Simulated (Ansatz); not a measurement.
# NaSbSe3 (model cell, started as cubic perovskite with Sb in the octahedra): following an unstable mode, part 3 of 3

Wanted: the energy along a soft mode of NaSbSe3 (model cell, started as cubic perovskite with Sb in the octahedra) and the structure at the end.

Ansatz 0.2.0; DFT r2SCAN, scalar-relativistic, plane waves, PAW; PAW set soft_1.

So far. Step 5 (Energy along the mode, all amplitudes (two of the runs …): The lowest of the steps tried is the last one, at 0.6 Å, 49.3 meV/atom below the parent; the bottom of the well need not coincide with a step. Step 7 (The new phase in its own primitive cell): The largest force component left is 0.66 meV/Å and the pressure is -0.001 GPa, within the tolerances set. The cell now holds 34.45 Å³/atom. The relaxed cell has a, b, c = 4.016, 7.752, 11.067 Å (conventional setting).

The structure was built from a prototype and need not be the compound's stable phase.

## 8. Modes of the new phase, k-mesh 10×6×6

A relaxed structure may still be a saddle point, so its zone-centre modes are computed. No field response is asked, since the mesh shows no gap.

File input.yaml:

```yaml
crystal:
  lattice:
    - [4.0155145274, 0.0, 0.0]
    - [0.0, 3.8762123302, 5.5332597806]
    - [0.0, -3.8762123302, 5.5332597806]
  atoms:
    - { symbol: Na, position: [0.0, 0.9026966074, 0.9026966074] }
    - { symbol: Sb, position: [0.5, 0.4095501855, 0.4095501855] }
    - { symbol: Se, position: [0.5, 0.5580288591, 0.0284493449] }
    - { symbol: Se, position: [0.5, 0.0284493449, 0.5580288591] }
    - { symbol: Se, position: [0.0, 0.5628516692, 0.5628516692] }
kpoints:
  mp_grid: { grid: [10, 6, 6] }
hamiltonian:
  xc: r2scan
  pseudopotentials: { kind: paw, azcp: { folder: soft_1 } }
scf:
  occupations: { method: methfessel_paxton, width: 0.2 }
output:
  eigenvalues: true
phonons:
  method: dfpt
```

Launch:

```bash
$ ansatz run input.yaml --threads 8 --pin off --max-ram 16384MiB --backend cpu --events-out ev --progress --plain --runs-dir out
```

Numbers of over 12 decimals in the logs are rounded to 6 here.

The program printed:

```text
Engine: ansatz 0.2.0, aarch64-unknown-linux-gnu
Pseudopotentials: kind: paw
Pseudopotential: Na, paw, valence charge 9, recommended cutoff 500 eV (meta_gga), soft_1/Na.paw.azcp
Pseudopotential: Sb, paw, valence charge 15, recommended cutoff 500 eV (meta_gga), soft_1/Sb.paw.azcp
Pseudopotential: Se, paw, valence charge 16, recommended cutoff 500 eV (meta_gga), soft_1/Se.paw.azcp
Functional definition: r2SCAN
  parameter k0 = 0.174
  parameter k1 = 0.065
  parameter a1 = 4.9479
  exchange = r2scan_x(k0 = k0, k1 = k1, a1 = a1)
  correlation = r2scan_c
Crystal: 5 atoms, lattice volume = 172.250 Å³
Basis set: ecut = 500 eV, 4361 PW (Γ), exchange–correlation on 240×400×400 points (512 copies of the dense FFT grid, shifted against one another)
Bands: 44, of which v1, the nominal top of the filled ones, is band 36 counted from 1 (35 counted from 0)
Symmetry: 4 space group operations
k-points: 184 of 360 (irreducible under 1 space group operation, time reversal used)
Non-local potential: Na, projectors of the file, l = 0: 3, l = 1: 2, l = 2: 1
Non-local potential: Sb, projectors of the file, l = 0: 2, l = 1: 2, l = 2: 2, l = 3: 1
Non-local potential: Se, projectors of the file, l = 0: 2, l = 1: 2, l = 2: 3, l = 3: 1
PAW form: soft (Blöchl's): semilocal exchange-correlation on the pseudo side does not see the compensation charge
PAW frozen core: Na, regenerated for the run's functional (the file was generated under x = pbe(κ = 0.804, μ = 0.219515), c = pbe(β = 0.066725))
PAW frozen core: Sb, regenerated for the run's functional (the file was generated under x = pbe(κ = 0.804, μ = 0.219515), c = pbe(β = 0.066725))
PAW frozen core: Se, regenerated for the run's functional (the file was generated under x = pbe(κ = 0.804, μ = 0.219515), c = pbe(β = 0.066725))
PAW one-centre angular grid: Na, 302 points (default); XC on 317 of its mesh's 2451 points in the sphere
PAW one-centre angular grid: Sb, 590 points (default); XC on 160 Gauss nodes
PAW one-centre angular grid: Se, 590 points (default); XC on 160 Gauss nodes
Initial density: superposition of atomic densities (chi_scale 0.1, normalization cell, long waves kept (reshape's long-wave potential 0.06 eV rms))
Initial wavefunctions: pseudopotential atomic-orbital guess
Functional: x = r2scan, c = r2scan; τ floored in thin density (d = 2e-4 eV/Å³)
SCF iter   1: F=—  HF=-24425.737920 eV  |F-HF|=—  |Δ(HF+E_count)|=         —  Δρ=4.45e-2  dr2=4.65e0  dr2_τ=2.09e-2  ethr=3.10e-3  ⟨swp⟩=7.5  Hψ=33175  notcnv=0
preconditioner: auto → none  [metal: Δε(μ)=0.047 eV  Ē_g=10.071 eV  σ=0.200 eV  W_gap=0.19  n_scr=36 (ndim 8)  ℏωp=13.9 eV  f_vac=0.204  D(μ)=0.21/eV (n_scr^D=0)  sad-step TF]
SCF iter   2: F=—  HF=-24424.843618 eV  |F-HF|=—  |Δ(HF+E_count)|=   8.94e-1  S|Δr|=    0.00e0  Δρ=2.39e-2  dr2=2.22e0  dr2_τ=1.72e-2  ethr=3.10e-3  ⟨swp⟩=2.2  Hψ=17133  notcnv=0  defer=572
SCF iter   3: F=—  HF=-24424.318741 eV  |F-HF|=—  |Δ(HF+E_count)|=   5.25e-1  S|Δr|=    0.00e0  Δρ=1.02e-2  dr2=6.48e-1  dr2_τ=5.36e-3  ethr=3.08e-3  ⟨swp⟩=4.2  Hψ=13907  notcnv=0  defer=560
SCF iter   4: F=—  HF=-24424.205084 eV  |F-HF|=—  |Δ(HF+E_count)|=   1.14e-1  S|Δr|=    0.00e0  Δρ=4.87e-3  dr2=1.39e-1  dr2_τ=2.32e-3  ethr=9.00e-4  ⟨swp⟩=3.0  Hψ=12653  notcnv=0  defer=526
SCF iter   5: F=—  HF=-24424.174768 eV  |F-HF|=—  |Δ(HF+E_count)|=   3.03e-2  S|Δr|=    0.00e0  Δρ=1.59e-3  dr2=1.06e-2  dr2_τ=1.08e-4  ethr=1.93e-4  ⟨swp⟩=2.0  Hψ=9926  notcnv=0  defer=526
SCF iter   6: F=—  HF=-24424.173808 eV  |F-HF|=—  |Δ(HF+E_count)|=   9.60e-4  S|Δr|=    0.00e0  Δρ=6.03e-4  dr2=1.98e-3  dr2_τ=2.84e-5  ethr=1.47e-5  ⟨swp⟩=2.0  Hψ=9257  notcnv=0  defer=526
SCF iter   7: F=—  HF=-24424.173599 eV  |F-HF|=—  |Δ(HF+E_count)|=   2.09e-4  S|Δr|=    0.00e0  Δρ=2.06e-4  dr2=1.05e-4  dr2_τ=3.06e-6  ethr=2.76e-6  ⟨swp⟩=2.0  Hψ=9172  notcnv=0  defer=526
SCF iter   8: F=—  HF=-24424.173644 eV  |F-HF|=—  |Δ(HF+E_count)|=   4.47e-5  S|Δr|=    0.00e0  Δρ=6.82e-5  dr2=5.18e-6  dr2_τ=2.25e-7  ethr=1.46e-7  ⟨swp⟩=2.0  Hψ=14220  notcnv=0  defer=526
SCF iter   9: F=—  HF=-24424.173688 eV  |F-HF|=—  |Δ(HF+E_count)|=   4.36e-5  S|Δr|=    0.00e0  Δρ=2.14e-5  dr2=6.46e-7  dr2_τ=2.73e-8  ethr=7.20e-9  ⟨swp⟩=2.0  Hψ=11730  notcnv=0  defer=526
SCF iter  10: F=—  HF=-24424.173688 eV  |F-HF|=—  |Δ(HF+E_count)|=   3.35e-7  S|Δr|=    0.00e0  Δρ=5.15e-6  dr2=2.87e-8  dr2_τ=1.78e-9  ethr=8.97e-10  ⟨swp⟩=2.0  Hψ=11253  notcnv=0  defer=526
SCF iter  11: F=—  HF=-24424.173688 eV  |F-HF|=—  |Δ(HF+E_count)|=   2.86e-8  S|Δr|=    0.00e0  Δρ=1.05e-6  dr2=2.17e-9  dr2_τ=6.76e-11  ethr=3.98e-11  ⟨swp⟩=2.0  Hψ=14216  notcnv=0  defer=526
SCF iter  12: F=—  HF=-24424.173688 eV  |F-HF|=—  |Δ(HF+E_count)|=  2.18e-11  S|Δr|=    0.00e0  Δρ=3.21e-7  dr2=1.54e-10  dr2_τ=5.27e-12  ethr=3.02e-12  ⟨swp⟩=2.0  Hψ=14013  notcnv=0  defer=526
SCF iter  13: F=—  HF=-24424.173688 eV  |F-HF|=—  |Δ(HF+E_count)|=  1.42e-10  S|Δr|=    0.00e0  Δρ=7.56e-8  dr2=1.56e-11  dr2_τ=3.41e-13  ethr=1.00e-12  ⟨swp⟩=2.0  Hψ=8351  notcnv=0  defer=526
SCF iter  14: F=-24424.173688 eV  HF=-24424.173688 eV  |F-HF|=3.64e-12  |Δ(HF+E_count)|=  7.28e-12  S|Δr|=    0.00e0  Δρ=1.98e-8  dr2=4.88e-13  dr2_τ=2.03e-14  ethr=1.00e-12  ⟨swp⟩=15.4  Hψ=45637  notcnv=0
SCF 1 converged in 14 iterations: F = -24424.173688 eV  dr2 = 4.88e-13
[...]
DFPT response loops at Γ: preconditioner auto → none (partly filled bands, converged f_vac=0.239); β = 0.50; Broyden in place of MSR1
```

Run time: 11 min. Hardware: 8 threads of Arm Neoverse V2, shared host; peak memory 12 GiB.

The run was cut off at the time limit after its SCF cycle had converged; no result of it is taken.

## 9. Summary of results

- unstable mode of the parent: q = (0, 0, 0), 86i cm⁻¹
- depth at the lowest point sampled: 49.3 meV/atom
- largest atomic shift at that point: 0.6 Å
- space group reached (within 0.01 Å): Amm2
- energy gained over the parent (first relaxation, on the mesh of the frozen mode): 247 meV/atom
- volume per atom, phase reached: 34.5 Å³

**Reading.** Along this mode the structure falls into Amm2, 247 meV/atom below the parent. At the parent's cell the well is 49.31 meV/atom deep on the steps tried, with its lowest point at a shift of 0.6 Å. That is the last step tried, so the steps alone don't bracket the bottom of the well. Relaxing atoms and cell changes the gain by +197.37 meV/atom against the lowest step (energies at zero smearing). Most of the total comes from this relaxation. The modes of the phase reached were not computed on this path. Of the 4 patterns followed to their end from this parent, this one reaches the lowest energy. Each path keeps the symmetry of its pattern, so a lower phase may lie along a pattern not tried. With no gap, or one that is small against the smearing, the frequencies hang on the k mesh and the smearing, most of all near Kohn anomalies. Spin-orbit coupling is left out, which can matter for the heavy elements here. The starting cell was built on a prototype and not taken from a measurement, so the phase need not exist.

[Logs are printed without paths, hosts, clocks, repeated set-up lines and the standing remarks that a program may print on its own settings, such as how far it seeks lower states.]

[Hosts, paths, dates, database ids (printed as entryN), source tags and the programs' standing remarks are cut or masked in the printed files.]
